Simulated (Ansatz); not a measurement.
# K (Im-3m): a volume series of phonon spectra

Wanted: mode Grüneisen parameters of K and a free-energy fit over volumes.

Measurements to reproduce:
- heat capacity C_P per formula unit 29.4 J/mol/K near room temperature (given in “High-Throughput Prediction of Finite-Temperature Properties using the Quasi-Harmonic Approximation”, 2016, arXiv:1603.06924)

Program: Ansatz 0.2.0. Level of theory: DFT PBEsol, scalar-relativistic, plane waves, PAW. Results are calculated unless marked as measured.

The database entry behind the starting cell lists a temperature near 5 K, so it need not match the best structure at ambient conditions.

### 1. Starting point

The structure is cubic, space group Im-3m (No. 229). Conventional cell: a = 5.225 Å, b = 5.225 Å, c = 5.225 Å, α = 90.00°, β = 90.00°, γ = 90.00°. Nearest to K lie 8 K at 4.52 Å.

### 2. A first coarse run

Before spending time, one coarse run tells the gap and the pressure of the starting cell.

File input.yaml:

```yaml
crystal:
  lattice:
    - [-2.6125, 2.6125, 2.6125]
    - [2.6125, -2.6125, 2.6125]
    - [2.6125, 2.6125, -2.6125]
  atoms:
    - { symbol: K, position: [0.0, 0.0, 0.0] }
kpoints:
  mp_grid: { grid: [6, 6, 6] }
hamiltonian:
  xc: pbesol
scf:
  occupations: { method: gaussian, width: 0.1 }
output:
  forces: true
  stress: true
  eigenvalues: true
```

Run with:

```console
> ansatz run input.yaml --threads 4 --pin off --max-ram 8192MiB --backend cpu --events-out ev --progress --plain --runs-dir out
```

Numbers of over 12 decimals in the logs are rounded to 6 here.

Log:

```text
Engine: ansatz 0.2.0, aarch64-unknown-linux-gnu
Pseudopotentials: kind: paw
Pseudopotential: K, paw, valence charge 9, recommended cutoff 420 eV (normal), K.paw.azcp
Functional definition: PBEsol
  exchange = pbesol_x
  correlation = pbesol_c
Crystal: 1 atoms, lattice volume = 71.323 Å³
Basis set: ecut = 420 eV, 1433 PW (Γ), exchange–correlation on 64×64×64 points (8 copies of the dense FFT grid, shifted against one another)
Bands: 9, of which v1, the nominal top of the filled ones, is band 5 counted from 1 (4 counted from 0)
Symmetry: 48 space group operations
Space group: Im-3m (ITA 229), of the structure as read, at distance tolerance 4.1e-5 Å
k-points: 16 of 216
Non-local potential: K, projectors of the file, l = 0: 3, l = 1: 2, l = 2: 2
PAW form: soft (Blöchl's): semilocal exchange-correlation on the pseudo side does not see the compensation charge
PAW frozen core: K, regenerated for the run's functional, and the local potential with it (the file was generated under x = pbe(κ = 0.804, μ = 0.219515), c = pbe(β = 0.066725))
PAW one-centre angular grid: K, 110 points (default); XC on 64 Gauss nodes
Initial density: superposition of atomic densities (neutral atoms: chi_scale 0, normalization atom), corrected by the library's trained network
Initial wavefunctions: pseudopotential atomic-orbital guess
Functional: x = pbesol(κ = 0.804, μ = 0.123457), c = pbesol(β = 0.046)
SCF iter   1: F=—  HF=-1516.013683 eV  |F-HF|=—  |Δ(HF+E_count)|=         —  Δρ=1.26e-3  dr2=6.37e-4  ethr=1.77e-3  ⟨swp⟩=5.1  Hψ=1033  notcnv=0
preconditioner: auto → none  [insulator: Δε(μ)=0.281 eV  Ē_g=4.223 eV  σ=0.100 eV  W_gap=0.56  n_scr=12 (ndim 8)  ℏωp=4.4 eV  f_vac=0.000  D(μ)=2.48/eV (n_scr^D=18)  ε∞_Penn≈2.1]
SCF iter   2: F=—  HF=-1516.013259 eV  |F-HF|=—  |Δ(HF+E_count)|=   4.24e-4  Δρ=4.60e-4  dr2=3.63e-5  ethr=7.08e-6  ⟨swp⟩=2.2  Hψ=342  notcnv=0
SCF iter   3: F=—  HF=-1516.013281 eV  |F-HF|=—  |Δ(HF+E_count)|=   2.17e-5  Δρ=2.18e-4  dr2=7.77e-6  ethr=4.03e-7  ⟨swp⟩=2.1  Hψ=210  notcnv=0
SCF iter   4: F=—  HF=-1516.013290 eV  |F-HF|=—  |Δ(HF+E_count)|=   8.53e-6  Δρ=1.40e-5  dr2=1.01e-7  ethr=8.64e-8  ⟨swp⟩=2.5  Hψ=211  notcnv=0
iter 5 did not close the SCF: its close was put off for the readings that it lacked (scf_convergence_deferred on its scf_iter line)
SCF iter   5: F=-1516.013290 eV  HF=-1516.013290 eV  |F-HF|=1.38e-10  |Δ(HF+E_count)|=   3.06e-8  Δρ=3.02e-7  dr2=4.01e-11  ethr=1.12e-9  ⟨swp⟩=2.0  Hψ=202  notcnv=0
SCF iter   6: F=-1516.013290 eV  HF=-1516.013290 eV  |F-HF|=1.09e-11  |Δ(HF+E_count)|=  1.45e-10  Δρ=1.53e-7  dr2=1.48e-11  ethr=1.00e-12  ⟨swp⟩=2.2  Hψ=527  notcnv=0
SCF 1 converged in 6 iterations: F = -1516.013290 eV  dr2 = 1.48e-11
  greatest PAW one-centre occupation: 0.987 electrons in one spin orbital (limit 2), on the K atom at site 0 (counted from 0), in its partial waves of l = 0
SCF converged after 6 iterations
Free energy (F): -1516.013290 eV
Harris-Foulkes:  -1516.013290 eV  (|F-HF|=1.09e-11)
Internal energy: -1516.000904 eV  (E = F + TS)
E sigma→0 (E₀):  -1516.007097 eV
Entropy (-TS):   -0.012386 eV (-12.386 meV/atom)
Fermi energy:    1.857509 eV
--- Per-component energies (eV) ---
  E_band       = -141.293188
  E_kinetic    = 251.986048
  E_local      = -747.850241  (includes V_loc(G=0)·N_el)
  E_nonlocal   = 13.817021
  E_hartree    = 265.929050
  E_xc         = -131.987204
  E_vxc        = -161.688663  (∫ρ·V_xc dr)
  E_paw        = -761.812323  (= ΣΔE_a)
  E_vpaw       = -29.415349  (= ΣTr[D̂ρ^β])
  E_aug_tail   = -0.000003  (compensation charges beyond the density's cutoff)
  E_ewald      = -406.191138
  E_core_change = 0.107885  (= ΣΔE_core)
  E_smearing   = -0.012386  (= −TS)
  E_closure    = 0.000000  (closes the sum)
  Σ components = -1516.013290   (vs F -1516.013290, Δ=0.00e0)
--- Forces (eV/Å), atoms counted from 1 ---
  atom   1  K     -0.00000000     0.00000000     0.00000000
  max |Σ_I F_I| component: 8.73e-33 eV/Å
--- Stress (GPa, compression-positive) ---
        0.008190      -0.000000       0.000000
       -0.000000       0.008190       0.000000
        0.000000      -0.000000       0.008190
  P = ⅓ Tr σ = 0.0082 GPa (0.082 kbar)
--- Band table (eV; the first three rows and the last of 16) ---
  k-point 0: bands = ["-30.1347", "-13.6451", "-13.6451", "-13.6451", "-0.3642", "6.1542", "6.1542", "6.1542", "7.0815"]
  k-point 1: bands = ["-30.1335", "-13.6646", "-13.6516", "-13.6451", "-0.0140", "5.5227", "5.7718", "6.4350", "6.8332"]
  k-point 2: bands = ["-30.1311", "-13.7028", "-13.6644", "-13.6451", "0.9709", "4.0088", "5.2258", "6.9279", "7.1451"]
  k-point 15: bands = ["-30.1261", "-13.7002", "-13.7002", "-13.7002", "3.4989", "3.4989", "5.3818", "5.3818", "5.3818"]
```

Wall time 0.37 s (4 threads of Arm Neoverse V1, shared host); peak memory 0.3 GiB.

Reading the cycles: dr2 is the Hartree energy of the density residual (eV), the measure of convergence; HF is the Harris–Foulkes estimate of the energy, which meets the free energy F at convergence.

Numbers from this step:

```yaml
pressure: 0.008190 GPa
volume_per_atom: 71.32 Å³
gap_on_the_k_mesh: 0 eV
```

The start is under 0.0082 GPa at this level and looks like a metal on this mesh.

### 3. Finding the static equilibrium

The vibrations must be taken about the equilibrium of this functional, not about the starting cell, so the structure is relaxed.

input.yaml, the sections that differ from step 2:

```yaml
kpoints:
  mp_grid: { grid: [12, 12, 12] }
relax:
  adjacent_minimum: "off"
  f_tol: 0.005
  max_steps: 80
  cell: { stress_tol: 0.05 }
# crystal, hamiltonian, scf, output: as in step 2
```

Log:

```text
[...]
Crystal: 1 atoms, lattice volume = 71.323 Å³
Basis set: ecut = 420 eV, 1433 PW (Γ), exchange–correlation on 64×64×64 points (8 copies of the dense FFT grid, shifted against one another)
Bands: 9, of which v1, the nominal top of the filled ones, is band 5 counted from 1 (4 counted from 0)
Symmetry: 48 space group operations
[...]
k-points: 72 of 1728
[...]
SCF iter   1: F=—  HF=-1516.029461 eV  |F-HF|=—  |Δ(HF+E_count)|=         —  Δρ=1.23e-3  dr2=5.94e-4  ethr=1.77e-3  ⟨swp⟩=5.1  Hψ=4714  notcnv=0
[...]
SCF iter   6: F=-1516.029081 eV  HF=-1516.029081 eV  |F-HF|=3.09e-10  |Δ(HF+E_count)|=   9.67e-9  Δρ=6.45e-7  dr2=3.46e-10  ethr=5.47e-11  ⟨swp⟩=2.2  Hψ=2341  notcnv=0
SCF 1 converged in 6 iterations: F = -1516.029081 eV  dr2 = 3.46e-10
[...]
relax step   1: F+E_penalty+E_count = -1516.02908130 eV  Δ(F+E_penalty+E_count) = +0.000e0 eV  max|allowed force component| = 0.000e0 eV/Å  Δτ_max = 0.0000 Å  P = -0.020 GPa  Ω = 71.323 Å³  (6 SCF iters, dr2 threshold 1.00e-7 eV, accepted)
[...]
iter 1 solved again at ethr=1.73e-7 eV; its pass at ethr=3.10e-3 eV (dr2=1.55e-5 eV) is discarded
SCF iter   1: F=—  HF=-1516.029081 eV  |F-HF|=—  |Δ(HF+E_count)|=         —  Δρ=6.46e-7  dr2=3.39e-10  ethr=1.73e-7  ⟨swp⟩=3.5  Hψ=6765  notcnv=0
eigensolver tolerance schedule: the retry pair's looser diagonalisation over-reported the residual by 45762.52 of it (diagonalisation noise at an unbounded share of the residual, at the tolerance the schedule requests for it); recorded, not acted on — ethr = c·dr2/N_el stays at c = 1.0e-1
[...]
SCF iter   2: F=—  HF=-1516.029081 eV  |F-HF|=—  |Δ(HF+E_count)|=   2.53e-8  Δρ=4.94e-7  dr2=2.00e-10  ethr=3.77e-12  ⟨swp⟩=2.9  Hψ=1094  notcnv=0
[...]
SCF iter   5: F=-1516.029081 eV  HF=-1516.029081 eV  |F-HF|=4.55e-13  |Δ(HF+E_count)|=  5.00e-12  Δρ=1.35e-8  dr2=6.76e-14  ethr=1.00e-12  ⟨swp⟩=4.3  Hψ=1941  notcnv=0
SCF 2 converged in 5 iterations: F = -1516.029081 eV  dr2 = 6.76e-14
relax step   2: F+E_penalty+E_count = -1516.02908130 eV  Δ(F+E_penalty+E_count) = -2.910e-11 eV  max|allowed force component| = 0.000e0 eV/Å  Δτ_max = 0.0000 Å  P = -0.020 GPa  Ω = 71.323 Å³  stress off target by 1.99e-2 GPa  SCF on the basis re-selected at this cell (its energy is not comparable with the rows above)  (5 SCF iters)
basis re-selected at this cell: Δ(F+E_penalty+E_count) = -2.910e-11 eV, ΔP = +0.000 GPa vs the last step (what re-selecting the basis moved, of the pressure what is left beyond the Pulay correction that the steps carried, after the strain that the cell walked since its last selection, with what the two solves' SCF thresholds leave and, on support functions, any second-order correction that the steps lacked; it is no  [...]
SCF converged after 5 iterations
Free energy (F): -1516.029081 eV
[...]
Internal energy: -1516.024218 eV  (E = F + TS)
E sigma→0 (E₀):  -1516.026650 eV
Entropy (-TS):   -0.004863 eV (-4.863 meV/atom)
Fermi energy:    1.823070 eV
[...]
--- Stress (GPa, compression-positive) ---
       -0.019853       0.000000       0.000000
       -0.000000      -0.019853       0.000000
        0.000000       0.000000      -0.019853
  P = ⅓ Tr σ = -0.0199 GPa (-0.199 kbar)
--- Band table (eV; the first three rows and the last of 72) ---
[...]
--- Relaxed structure (1 steps of the walk, 1 accepted, 1 SCFs on fresh bases) ---
  F+E_penalty+E_count = -1516.02908130 eV   max|allowed force component| = 0.000e0 eV/Å   (the final SCF, on the basis selected at the relaxed cell)
  cell:  # Å, volume = 71.3229 Å³
    - [-2.6125, 2.6125, 2.6125]
    - [2.6125, -2.6125, 2.6125]
    - [2.6125, 2.6125, -2.6125]
  atoms:
    - { symbol: K, position: [0.0, 0.0, 0.0] }
```

The job ended after 1.7 s (4 threads; peak memory 0.38 GiB; 5.7 s of CPU time).

Little changed from the start: no atom moved by 0.005 Å and no cell edge by 0.1 %.

This step gave:

- pressure: -0.01985 GPa

### 4. Relaxing to small residual forces and stress

The thresholds are tightened for a last relaxation ahead of the phonons, and where mesh or smearing change with them the cell follows.

input.yaml, the sections that differ from step 3:

```yaml
scf:
  occupations: { method: methfessel_paxton, width: 0.2 }
relax:
  adjacent_minimum: "off"
  f_tol: 0.001
  max_steps: 60
  cell: { stress_tol: 0.01 }
# crystal, kpoints, hamiltonian, output: as in step 3
```

Log:

```text
[...]
Crystal: 1 atoms, lattice volume = 71.323 Å³
Basis set: ecut = 420 eV, 1433 PW (Γ), exchange–correlation on 64×64×64 points (8 copies of the dense FFT grid, shifted against one another)
Bands: 9, of which v1, the nominal top of the filled ones, is band 5 counted from 1 (4 counted from 0)
Symmetry: 48 space group operations
[...]
k-points: 72 of 1728
[...]
0.000000      -0.000000      -0.000029
  P = ⅓ Tr σ = -0.0000 GPa (-0.000 kbar)
--- Band table (eV; the first three rows and the last of 72) ---
[...]
--- Relaxed structure (3 steps of the walk, 3 accepted, 1 SCFs on fresh bases) ---
[...]
cell:  # Å, volume = 70.9088 Å³
    - [-2.607434, 2.607434, 2.607434]
    - [2.607434, -2.607434, 2.607434]
    - [2.607434, 2.607434, -2.607434]
  atoms:
    - { symbol: K, position: [0.0, 0.0, 0.0] }
[key lines of the parts left out:]
SCF converged after 6 iterations
Free energy (F): -1516.027459 eV
Fermi energy:    1.851167 eV
```

The job ended after 3 s (4 threads; peak memory 0.38 GiB).

The steps of the relaxation:

```
step  energy less that of the first step (eV)  largest force component (eV/Å)  pressure (GPa)  volume (Å³)
   1                                   0.0000                          0.0000           -0.02        71.32
   2                                   0.0000                          0.0000           -0.02        71.28
   3                                   0.0000                          0.0000            0.00        70.91
  4*                                   0.0000                          0.0000            0.00        70.91
```

Relaxation steps marked * repeat the geometry before them on a plane-wave basis chosen anew for their cell, so energy and pressure can jump there.

```
conventional cell, symmetrised  before  after  change
                         a (Å)   5.225  5.215  -0.2 %
                         b (Å)   5.225  5.215  -0.2 %
                         c (Å)   5.225  5.215  -0.2 %
              volume (Å³/atom)   71.32  70.91  -0.6 %
```

The relaxed structure:

```
K
1.0
    -2.60743    2.60743    2.60743
     2.60743   -2.60743    2.60743
     2.60743    2.60743   -2.60743
K
1
Direct
  0.00000 0.00000 0.00000
```

Numbers from this step:

| Quantity | Value |
| --- | --- |
| pressure | -2.87e-5 GPa |
| volume per atom | 70.91 Å³ |

The residual pressure is -2.9e-5 GPa, small enough for phonons.

(Continued in part 2 of 3.)

[Logs are printed without paths, hosts, clocks, repeated set-up lines and the standing remarks that a program may print on its own settings, such as how far it seeks lower states.]

[Hosts, paths, dates, database ids (printed as entryN), source tags and the programs' standing remarks are cut or masked in the printed files.]

[A step with changed settings may run another functional than the one named; its input shows which.]


